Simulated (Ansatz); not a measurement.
# Elastic response of random fluorite-type alloy of CaF2 and CdF2 (96 atoms)

Aim: relax random fluorite-type alloy of CaF2 and CdF2 (96 atoms), then change its volume and shape to read moduli from the stress.

Main program and level: Ansatz 0.2.0; Kohn-Sham DFT, PBE, PAW (set soft_2), plane waves.

**1. Starting point**

The cell holds 96 atoms: 24 Cd, 64 F and 8 Ca. Its edges and angles: a = 10.816 Å, b = 10.816 Å, c = 10.816 Å, α = 90.0°, β = 90.0°, γ = 90.0°. It derives from CaF2 and CdF2 (fluorite-type), repeated 2×2×2. Fluorite-type CaF2, 2 x 2 x 2 conventional cells, 24 of 32 Ca sites given to Cd at random (x = 0.750), lattice by Vegard's rule (a = 5.408 Å); every coordinate displaced by a Gaussian of 0.09 Å.

What the set-up can't give: The Brillouin zone is sampled at Γ only.

**2. Single point at the start**

A single point comes first, to see the forces before anything moves.

Input file input.yaml:

```yaml
crystal:
  lattice:
    - [10.8164, 0.0, 0.0]
    - [0.0, 10.8164, 0.0]
    - [0.0, 0.0, 10.8164]
  atoms:
    - { symbol: Cd, position: [0.99781, 0.99575, 0.99431] }
    - { symbol: F, position: [0.12146, 0.12203, 0.12146] }
    - { symbol: F, position: [0.36886, 0.37628, 0.37203] }
    - { symbol: Cd, position: [0.991, 0.24028, 0.2387] }
    - { symbol: F, position: [0.14029, 0.37776, 0.38032] }
    - { symbol: F, position: [0.36467, 0.1243, 0.14684] }
    - { symbol: Ca, position: [0.25046, 0.00272, 0.24391] }
    - { symbol: F, position: [0.39051, 0.12813, 0.36239] }
    - { symbol: F, position: [0.12029, 0.38626, 0.12994] }
    - { symbol: Ca, position: [0.25603, 0.24724, 0.98734] }
    - { symbol: F, position: [0.36763, 0.3602, 0.12773] }
    - { symbol: F, position: [0.11476, 0.11483, 0.37955] }
    - { symbol: Cd, position: [0.00581, 0.01062, 0.50084] }
    - { symbol: F, position: [0.1319, 0.12792, 0.6275] }
    - { symbol: F, position: [0.36176, 0.36514, 0.88163] }
    - { symbol: Cd, position: [0.00693, 0.24076, 0.76368] }
    - { symbol: F, position: [0.11569, 0.36644, 0.87479] }
    - { symbol: F, position: [0.37134, 0.11469, 0.62486] }
    - { symbol: Ca, position: [0.24949, 0.01211, 0.75579] }
    - { symbol: F, position: [0.37979, 0.11983, 0.87975] }
    - { symbol: F, position: [0.13233, 0.37534, 0.62427] }
    - { symbol: Cd, position: [0.24364, 0.25468, 0.50406] }
    - { symbol: F, position: [0.36786, 0.37836, 0.62572] }
    - { symbol: F, position: [0.12787, 0.11566, 0.8875] }
    - { symbol: Cd, position: [0.99983, 0.50108, 0.99977] }
    - { symbol: F, position: [0.13432, 0.62657, 0.12432] }
    - { symbol: F, position: [0.36595, 0.87569, 0.38028] }
    - { symbol: Ca, position: [0.00977, 0.74145, 0.26116] }
    - { symbol: F, position: [0.12275, 0.87317, 0.35758] }
    - { symbol: F, position: [0.36541, 0.61158, 0.12313] }
    - { symbol: Cd, position: [0.24466, 0.50504, 0.24591] }
    - { symbol: F, position: [0.36748, 0.62881, 0.37721] }
    - { symbol: F, position: [0.12422, 0.8894, 0.11371] }
    - { symbol: Cd, position: [0.25775, 0.75701, 0.99985] }
    - { symbol: F, position: [0.36841, 0.86651, 0.11465] }
    - { symbol: F, position: [0.11481, 0.64805, 0.36892] }
    - { symbol: Cd, position: [0.00285, 0.49249, 0.49121] }
    - { symbol: F, position: [0.13212, 0.62356, 0.61962] }
    - { symbol: F, position: [0.37563, 0.85945, 0.88019] }
    - { symbol: Cd, position: [0.99786, 0.74318, 0.75961] }
    - { symbol: F, position: [0.13084, 0.87738, 0.86085] }
    - { symbol: F, position: [0.38587, 0.63726, 0.61777] }
    - { symbol: Cd, position: [0.24977, 0.50075, 0.74192] }
    - { symbol: F, position: [0.37553, 0.63617, 0.87016] }
    - { symbol: F, position: [0.13798, 0.88342, 0.62395] }
    - { symbol: Cd, position: [0.25379, 0.75576, 0.49458] }
    - { symbol: F, position: [0.37228, 0.88189, 0.63628] }
    - { symbol: F, position: [0.11463, 0.61298, 0.87494] }
    - { symbol: Cd, position: [0.49669, 0.00662, 0.99868] }
    - { symbol: F, position: [0.62034, 0.12589, 0.1276] }
    - { symbol: F, position: [0.87139, 0.39799, 0.36865] }
    - { symbol: Cd, position: [0.49964, 0.24054, 0.25281] }
    - { symbol: F, position: [0.62086, 0.36881, 0.37544] }
    - { symbol: F, position: [0.87636, 0.12554, 0.13099] }
    - { symbol: Cd, position: [0.74385, 0.99807, 0.24207] }
    - { symbol: F, position: [0.86017, 0.12213, 0.37716] }
    - { symbol: F, position: [0.63183, 0.37303, 0.12573] }
    - { symbol: Cd, position: [0.74971, 0.23647, 0.99845] }
    - { symbol: F, position: [0.87485, 0.36171, 0.11662] }
    - { symbol: F, position: [0.6123, 0.12312, 0.36809] }
    - { symbol: Cd, position: [0.49615, 0.9981, 0.50352] }
    - { symbol: F, position: [0.61595, 0.10329, 0.63744] }
    - { symbol: F, position: [0.87812, 0.3611, 0.89021] }
    - { symbol: Cd, position: [0.50778, 0.2395, 0.73407] }
    - { symbol: F, position: [0.63766, 0.36716, 0.87618] }
    - { symbol: F, position: [0.87736, 0.12511, 0.62401] }
    - { symbol: Cd, position: [0.747, 0.99729, 0.74833] }
    - { symbol: F, position: [0.87415, 0.13205, 0.87107] }
    - { symbol: F, position: [0.61036, 0.36488, 0.63059] }
    - { symbol: Ca, position: [0.74846, 0.26029, 0.4844] }
    - { symbol: F, position: [0.88721, 0.35919, 0.62495] }
    - { symbol: F, position: [0.62557, 0.12223, 0.86552] }
    - { symbol: Cd, position: [0.50325, 0.5006, 0.99201] }
    - { symbol: F, position: [0.62597, 0.60867, 0.14395] }
    - { symbol: F, position: [0.86585, 0.86129, 0.37675] }
    - { symbol: Ca, position: [0.50158, 0.74964, 0.24234] }
    - { symbol: F, position: [0.64171, 0.88366, 0.38461] }
    - { symbol: F, position: [0.86687, 0.62231, 0.13269] }
    [... 12 atom lines left out ...]
    - { symbol: Ca, position: [0.7595, 0.50502, 0.75306] }
    - { symbol: F, position: [0.8693, 0.62684, 0.88036] }
    - { symbol: F, position: [0.62566, 0.88564, 0.61242] }
    - { symbol: Cd, position: [0.75458, 0.7508, 0.49057] }
    - { symbol: F, position: [0.87035, 0.87527, 0.62238] }
    - { symbol: F, position: [0.62963, 0.61922, 0.87473] }
kpoints:
  mp_grid: { grid: [1, 1, 1] }
hamiltonian:
  xc: pbe
scf:
  occupations: { method: fermi_dirac, width: 0.025 }
output:
  forces: true
```

Launch:

```console
$ ansatz run input.yaml --threads 4 --pin off --max-ram 8192MiB --backend cpu --events-out ev --progress --plain --runs-dir out
```

Log:

```text
[...]
Pseudopotentials: kind: paw
Pseudopotential: Cd, paw, valence charge 20, recommended cutoff 420 eV (normal), Cd.paw.azcp
Pseudopotential: F, paw, valence charge 7, recommended cutoff 420 eV (normal), F.paw.azcp
Pseudopotential: Ca, paw, valence charge 10, recommended cutoff 420 eV (normal), Ca.paw.azcp
[... 5 lines on functional and potentials left out ...]
Crystal: 96 atoms, lattice volume = 1265.459 Å³
Basis set: ecut = 420 eV, 24837 PW (Γ), exchange–correlation on 150×150×150 points (8 copies of the dense FFT grid, shifted against one another)
Bands: 600, of which v1, the nominal top of the filled ones, is band 504 counted from 1 (503 counted from 0)
Symmetry: 1 space group operations
Space group: P1 (ITA 1), of the structure as read, at distance tolerance 1.1e-4 Å
k-points: 1
[... 7 lines on functional and potentials left out ...]
Initial density: superposition of atomic densities (neutral atoms: chi_scale 0, normalization atom), corrected by the library's trained network
Initial wavefunctions: pseudopotential atomic-orbital guess
[...]
SCF iter   1: F=—  HF=-264441.154051 eV  |F-HF|=—  |Δ(HF+E_count)|=         —  Δρ=1.45e-3  dr2=2.43e-2  ethr=1.77e-3  ⟨swp⟩=6.0  Hψ=2199  notcnv=0  defer=59
preconditioner: auto → Resta (q_TF=auto, 2.627 Å⁻¹)  ε∞=4.6  [insulator: Δε(μ)=2.822 eV  Ē_g=15.595 eV  σ=0.025 eV  W_gap=1.00  n_scr=388 (ndim 8)  ℏωp=29.5 eV  f_vac=0.136  D(μ)=0.00/eV (n_scr^D=0)  ε∞_Penn≈4.6]
SCF iter   2: F=—  HF=-264441.159848 eV  |F-HF|=—  |Δ(HF+E_count)|=   5.80e-3  Δρ=6.73e-4  dr2=7.09e-3  ethr=2.42e-6  ⟨swp⟩=2.0  Hψ=1090  notcnv=0  defer=91
SCF iter   3: F=—  HF=-264441.161391 eV  |F-HF|=—  |Δ(HF+E_count)|=   1.54e-3  Δρ=3.07e-4  dr2=2.22e-3  ethr=7.04e-7  ⟨swp⟩=2.0  Hψ=706  notcnv=0  defer=75
automatic band count: iteration 3 solves 584 bands in place of 600: the levels show a gap, and the empty bands left out lie too high to hold charge; the band table lists the bands solved (type scf.n_extra_bands for more)
SCF iter   4: F=—  HF=-264441.161015 eV  |F-HF|=—  |Δ(HF+E_count)|=   3.76e-4  Δρ=9.86e-5  dr2=1.79e-4  ethr=2.21e-7  ⟨swp⟩=2.0  Hψ=899  notcnv=0  defer=75
SCF iter   5: F=—  HF=-264441.161114 eV  |F-HF|=—  |Δ(HF+E_count)|=   9.88e-5  Δρ=6.20e-5  dr2=3.41e-5  ethr=1.78e-8  ⟨swp⟩=2.0  Hψ=903  notcnv=0  defer=75
SCF iter   6: F=—  HF=-264441.157004 eV  |F-HF|=—  |Δ(HF+E_count)|=   4.11e-3  Δρ=2.44e-5  dr2=5.93e-6  ethr=3.38e-9  ⟨swp⟩=2.0  Hψ=920  notcnv=0  defer=75
SCF iter   7: F=—  HF=-264441.157007 eV  |F-HF|=—  |Δ(HF+E_count)|=   2.73e-6  Δρ=8.69e-6  dr2=8.25e-7  ethr=5.88e-10  ⟨swp⟩=2.0  Hψ=920  notcnv=0  defer=75
SCF iter   8: F=—  HF=-264441.157008 eV  |F-HF|=—  |Δ(HF+E_count)|=   9.95e-7  Δρ=4.47e-6  dr2=1.81e-7  ethr=8.19e-11  ⟨swp⟩=2.0  Hψ=990  notcnv=0  defer=75
SCF iter   9: F=-264441.157008 eV  HF=-264441.157008 eV  |F-HF|=6.46e-9  |Δ(HF+E_count)|=   7.19e-8  Δρ=1.94e-6  dr2=3.17e-8  ethr=9.92e-12  ⟨swp⟩=3.0  Hψ=1492  notcnv=0
SCF 1 converged in 9 iterations: F = -264441.157008 eV  dr2 = 3.17e-8
[...]
SCF converged after 9 iterations
Free energy (F): -264441.157008 eV
Harris-Foulkes:  -264441.157008 eV  (|F-HF|=6.46e-9)
Internal energy: -264441.157008 eV  (E = F + TS)
E sigma→0 (E₀):  -264441.157008 eV
Fermi energy:    7.899234 eV
--- Per-component energies (eV) ---
[...]
Σ components = -264441.157008   (vs F -264441.157008, Δ=0.00e0)
--- Forces (eV/Å), atoms counted from 1 ---
  atom   1  Cd    -0.06532994    -0.03516896     0.29603007
  atom   2  F      0.05319403     0.61421097     0.23387535
  atom   3  F      0.47893950     0.04950290     0.52849362
  atom   4  Cd     0.96895879     0.92182319     0.69224802
[...]
atom  96  F     -0.41036261     0.24146958    -0.03245351
  max |Σ_I F_I| component: 7.78e-5 eV/Å
```

Run time: 24 s. Hardware: 4 threads of Arm Neoverse V1, shared host; peak memory 2.1 GiB; 91 s of CPU time.

The column dr2 measures how far the density is from self-consistency, as an energy; F and HF (Harris–Foulkes) agree once it is small.

The r.m.s. force at the start is 0.86 eV/Å.

**3. Cell and atoms relaxed**

Cell and atoms are freed together, to release stress as well as forces.

Input file input.yaml:

```yaml
crystal:
  lattice:
    - [10.8164, 0.0, 0.0]
    - [0.0, 10.8164, 0.0]
    - [0.0, 0.0, 10.8164]
  atoms:
    [... the 96 atom lines of step 2 ...]
kpoints:
  mp_grid: { grid: [1, 1, 1] }
hamiltonian:
  xc: pbe
scf:
  occupations: { method: fermi_dirac, width: 0.025 }
output:
  forces: true
relax:
  f_tol: 0.05
  max_steps: 150
  cell: {}
```

Log:

```text
[...]
Crystal: 96 atoms, lattice volume = 1265.459 Å³
Basis set: ecut = 420 eV, 24837 PW (Γ), exchange–correlation on 150×150×150 points (8 copies of the dense FFT grid, shifted against one another)
Bands: 605, of which v1, the nominal top of the filled ones, is band 504 counted from 1 (503 counted from 0)
Symmetry: 1 space group operations
[...]
k-points: 1
[...]
SCF iter   1: F=—  HF=-264441.154415 eV  |F-HF|=—  |Δ(HF+E_count)|=         —  Δρ=1.45e-3  dr2=2.44e-2  ethr=1.77e-3  ⟨swp⟩=6.0  Hψ=2231  notcnv=0  defer=61
[...]
SCF iter   9: F=-264441.157008 eV  HF=-264441.157008 eV  |F-HF|=7.10e-9  |Δ(HF+E_count)|=   7.03e-8  Δρ=1.91e-6  dr2=3.08e-8  ethr=9.92e-12  ⟨swp⟩=3.0  Hψ=1513  notcnv=0
SCF 1 converged in 9 iterations: F = -264441.157008 eV  dr2 = 3.08e-8
[...]
relax step   1: F+E_penalty+E_count = -264441.15700768 eV  Δ(F+E_penalty+E_count) = +0.000e0 eV  max|allowed force component| = 2.923e0 eV/Å  Δτ_max = 0.0000 Å  P = +7.813 GPa  Ω = 1265.459 Å³  (9 SCF iters, dr2 threshold 1.00e-7 eV, accepted)
[...]
relax step   2: F+E_penalty+E_count = -264448.21428043 eV  Δ(F+E_penalty+E_count) = -7.057e0 eV  max|allowed force component| = 1.401e0 eV/Å  Δτ_max = 0.1949 Å  P = +1.136 GPa  Ω = 1318.261 Å³  energy of the carried Pulay correction = -1.959e-1 eV  (8 SCF iters, dr2 threshold 9.60e-6 eV, accepted)
[...]
relax step   3: F+E_penalty+E_count = -264449.94991691 eV  Δ(F+E_penalty+E_count) = -1.736e0 eV  max|allowed force component| = 4.000e-2 eV/Å  Δτ_max = 0.1825 Å  P = +0.154 GPa  Ω = 1317.044 Å³  energy of the carried Pulay correction = -1.915e-1 eV  (8 SCF iters, dr2 threshold 9.60e-6 eV, accepted)
[...]
relax step   4: F+E_penalty+E_count = -264449.94916388 eV  Δ(F+E_penalty+E_count) = +7.530e-4 eV  max|allowed force component| = 3.945e-3 eV/Å  Δτ_max = 0.0210 Å  P = +0.004 GPa  Ω = 1318.899 Å³  energy of the carried Pulay correction = -1.982e-1 eV  (8 SCF iters, dr2 threshold 1.05e-7 eV, accepted)
relax step   5: F+E_penalty+E_count = -264450.17016724 eV  Δ(F+E_penalty+E_count) = -2.210e-1 eV  max|allowed force component| = 3.981e-3 eV/Å  Δτ_max = 0.0000 Å  P = +0.374 GPa  Ω = 1318.899 Å³  stress off target by 3.77e-1 GPa  SCF on the basis re-selected at this cell (its energy is not comparable with the rows above)  (8 SCF iters)
[...]
relax step   6: F+E_penalty+E_count = -264450.15669926 eV  Δ(F+E_penalty+E_count) = +1.347e-2 eV  max|allowed force component| = 2.132e-3 eV/Å  Δτ_max = 0.0039 Å  P = +0.028 GPa  Ω = 1323.784 Å³  energy of the carried Pulay correction = -1.972e-2 eV  (7 SCF iters, dr2 threshold 3.55e-7 eV, accepted)
[...]
relax step   7: F+E_penalty+E_count = -264450.16750747 eV  Δ(F+E_penalty+E_count) = -1.081e-2 eV  max|allowed force component| = 2.132e-3 eV/Å  Δτ_max = 0.0000 Å  P = +0.038 GPa  Ω = 1323.784 Å³  stress off target by 3.91e-2 GPa  SCF on the basis re-selected at this cell (its energy is not comparable with the rows above)  (6 SCF iters)
[...]
SCF converged after 6 iterations
Free energy (F): -264450.167507 eV
[...]
Internal energy: -264450.167507 eV  (E = F + TS)
E sigma→0 (E₀):  -264450.167507 eV
Fermi energy:    6.823873 eV
[...]
--- Forces (eV/Å), atoms counted from 1 ---
  atom   1  Cd    -0.00066213     0.00020296     0.00012318
  atom   2  F     -0.00091611    -0.00025022    -0.00060831
  atom   3  F     -0.00044511    -0.00092984    -0.00002399
  atom   4  Cd     0.00021173     0.00046929    -0.00031215
  atom   5  F     -0.00036279     0.00061078     0.00057132
  atom   6  F     -0.00008395     0.00046272     0.00005356
  atom   7  Ca     0.00065529    -0.00111487    -0.00036202
  atom   8  F      0.00015021    -0.00055074     0.00095359
  atom   9  F     -0.00003608    -0.00057095     0.00055489
  atom  10  Ca     0.00061122    -0.00089757    -0.00007677
  atom  11  F      0.00024771     0.00115207    -0.00018580
  atom  12  F      0.00024261     0.00061657    -0.00039588
  atom  13  Cd    -0.00027098    -0.00064886     0.00100799
  atom  14  F     -0.00054634    -0.00043441    -0.00042003
[...]
atom  95  F      0.00083398     0.00040287     0.00026670
  atom  96  F      0.00036992     0.00055853     0.00020291
  max |Σ_I F_I| component: 1.65e-6 eV/Å
--- Stress (GPa, compression-positive) ---
        0.038116       0.000628      -0.000248
        0.000628       0.036805      -0.000602
       -0.000248      -0.000602       0.038778
  P = ⅓ Tr σ = 0.0379 GPa (0.379 kbar)
--- Relaxed structure (5 steps of the walk, 5 accepted, 2 SCFs on fresh bases) ---
  F+E_penalty+E_count = -264450.16750747 eV   max|allowed force component| = 2.132e-3 eV/Å   (the final SCF, on the basis selected at the relaxed cell)
  cell:  # Å, volume = 1323.7838 Å³
    - [10.980194, 0.000939581, -0.000871372]
    - [0.000939581, 10.980030, 6.929707e-5]
    - [-0.000871372, 6.929707e-5, 10.980030]
  atoms:
    - { symbol: Cd, position: [0.998935, 0.998573, 0.999393] }
    - { symbol: F, position: [0.124650, 0.124040, 0.125049] }
    - { symbol: F, position: [0.374646, 0.373956, 0.374647] }
    - { symbol: Cd, position: [0.999446, 0.248865, 0.249645] }
[...]
- { symbol: F, position: [0.624374, 0.623355, 0.874596] }
```

Run time: 2.8 min. Hardware: 4 threads; peak memory 2.2 GiB.

The relaxation converged after 5 steps, with a largest force component of 0.0021 eV/Å.

**4. Single point at the relaxed geometry**

The electronic structure is read at the final geometry, in a run of its own.

Input file input.yaml:

```yaml
crystal:
  lattice:
    - [10.98019, 0.00094, -0.00087]
    - [0.00094, 10.98003, 7.0e-05]
    - [-0.00087, 7.0e-05, 10.98003]
  atoms:
    - { symbol: Cd, position: [0.99893, 0.99857, 0.99939] }
    - { symbol: F, position: [0.12465, 0.12404, 0.12505] }
    - { symbol: F, position: [0.37465, 0.37396, 0.37465] }
    - { symbol: Cd, position: [0.99945, 0.24886, 0.24965] }
    - { symbol: F, position: [0.12475, 0.37329, 0.37431] }
    - { symbol: F, position: [0.37504, 0.12314, 0.12439] }
    [... 84 atom lines left out ...]
    - { symbol: Ca, position: [0.7498, 0.49881, 0.74976] }
    - { symbol: F, position: [0.8745, 0.62409, 0.87451] }
    - { symbol: F, position: [0.62454, 0.87409, 0.6247] }
    - { symbol: Cd, position: [0.75005, 0.74927, 0.49974] }
    - { symbol: F, position: [0.87444, 0.87356, 0.62486] }
    - { symbol: F, position: [0.62437, 0.62335, 0.8746] }
kpoints:
  mp_grid: { grid: [1, 1, 1] }
hamiltonian:
  xc: pbe
scf:
  occupations: { method: fermi_dirac, width: 0.025 }
output:
  forces: true
  stress: true
  populations: true
  dos:
    method: { smearing: { sigma: 0.15 } }
    de: 0.1
    projected: { site_lists: { Ca: [Ca], Cd: [Cd], F: [F] } }
  eigenvalues: true
  write_density: true
  write_potential: true
  volumetric_format: npy
```

Log:

```text
[...]
Crystal: 96 atoms, lattice volume = 1323.783 Å³
Basis set: ecut = 420 eV, 25725 PW (Γ), exchange–correlation on 150×150×150 points (8 copies of the dense FFT grid, shifted against one another)
Bands: 605, of which v1, the nominal top of the filled ones, is band 504 counted from 1 (503 counted from 0)
Symmetry: 1 space group operations
[...]
k-points: 1
[...]
SCF iter   1: F=—  HF=-264450.161498 eV  |F-HF|=—  |Δ(HF+E_count)|=         —  Δρ=8.14e-4  dr2=1.06e-2  ethr=1.77e-3  ⟨swp⟩=6.0  Hψ=2220  notcnv=0  defer=61
[...]
SCF iter   8: F=-264450.167508 eV  HF=-264450.167508 eV  |F-HF|=5.30e-9  |Δ(HF+E_count)|=   3.47e-7  Δρ=2.01e-6  dr2=4.35e-8  ethr=9.92e-12  ⟨swp⟩=14.0  Hψ=4640  notcnv=0
SCF 1 converged in 8 iterations: F = -264450.167508 eV  dr2 = 4.35e-8
[...]
SCF converged after 8 iterations
Free energy (F): -264450.167508 eV
[...]
Internal energy: -264450.167508 eV  (E = F + TS)
E sigma→0 (E₀):  -264450.167508 eV
Fermi energy:    6.823839 eV
[...]
--- Forces (eV/Å), atoms counted from 1 ---
  atom   1  Cd    -0.00014503     0.00034911     0.00043788
  atom   2  F     -0.00084004    -0.00028304    -0.00065893
  atom   3  F     -0.00073680    -0.00092738    -0.00029343
  atom   4  Cd    -0.00001287     0.00057496    -0.00064823
  atom   5  F     -0.00033610     0.00044431     0.00035390
  atom   6  F     -0.00029025     0.00033466     0.00002046
  atom   7  Ca     0.00091321    -0.00082019    -0.00031676
  atom   8  F     -0.00002618    -0.00073083     0.00083863
  atom   9  F      0.00000485    -0.00058749     0.00044711
  atom  10  Ca     0.00030860    -0.00126507    -0.00022738
  atom  11  F      0.00012278     0.00148440    -0.00027842
  atom  12  F      0.00018587     0.00089713    -0.00052696
  atom  13  Cd    -0.00004020    -0.00072515     0.00114445
  atom  14  F     -0.00063802    -0.00048476    -0.00030484
[...]
atom  95  F      0.00073396     0.00048364     0.00040064
  atom  96  F      0.00057144     0.00077139    -0.00009557
  max |Σ_I F_I| component: 5.10e-5 eV/Å
--- Stress (GPa, compression-positive) ---
        0.038225       0.000596      -0.000280
        0.000596       0.036885      -0.000575
       -0.000280      -0.000575       0.038845
  P = ⅓ Tr σ = 0.0380 GPa (0.380 kbar)
--- Band table (eV) ---
[...]
--- Löwdin populations: 96 sites ---
  site symbol       q [e]
     0     Cd     18.4510
     1      F      7.7378
     2      F      7.7213
[...]
95      F      7.7210
  spilling = 0.004819 (of n_electrons = 1008.000000)
```

Elapsed: 34 s, on 4 threads; peak memory 2.2 GiB; 2.2 min of CPU time.

The run gave:

| Quantity | Value |
| --- | --- |
| free energy | -264450.1675 eV |
| free energy per atom | -2754.6892 eV/atom |
| SCF cycles | 8 |
| pressure | 0.03798 GPa |
| r.m.s. force component | 0.00062 eV/Å |
| longest force | 0.00267 eV/Å |
| Fermi energy | 6.824 eV |
| gap (highest filled to lowest empty level) | 3.494 eV |
| spilling of the projection | 0.004819 |

[end of part 1 of 3]

[Long decimals in the printed logs are rounded to 6 places.]

[Logs are printed without paths, hosts, clocks, repeated set-up lines and the standing remarks that a program may print on its own settings, such as how far it seeks lower states.]

[Hosts, paths, dates, database ids (printed as entryN), source tags and the programs' standing remarks are cut or masked in the printed files.]
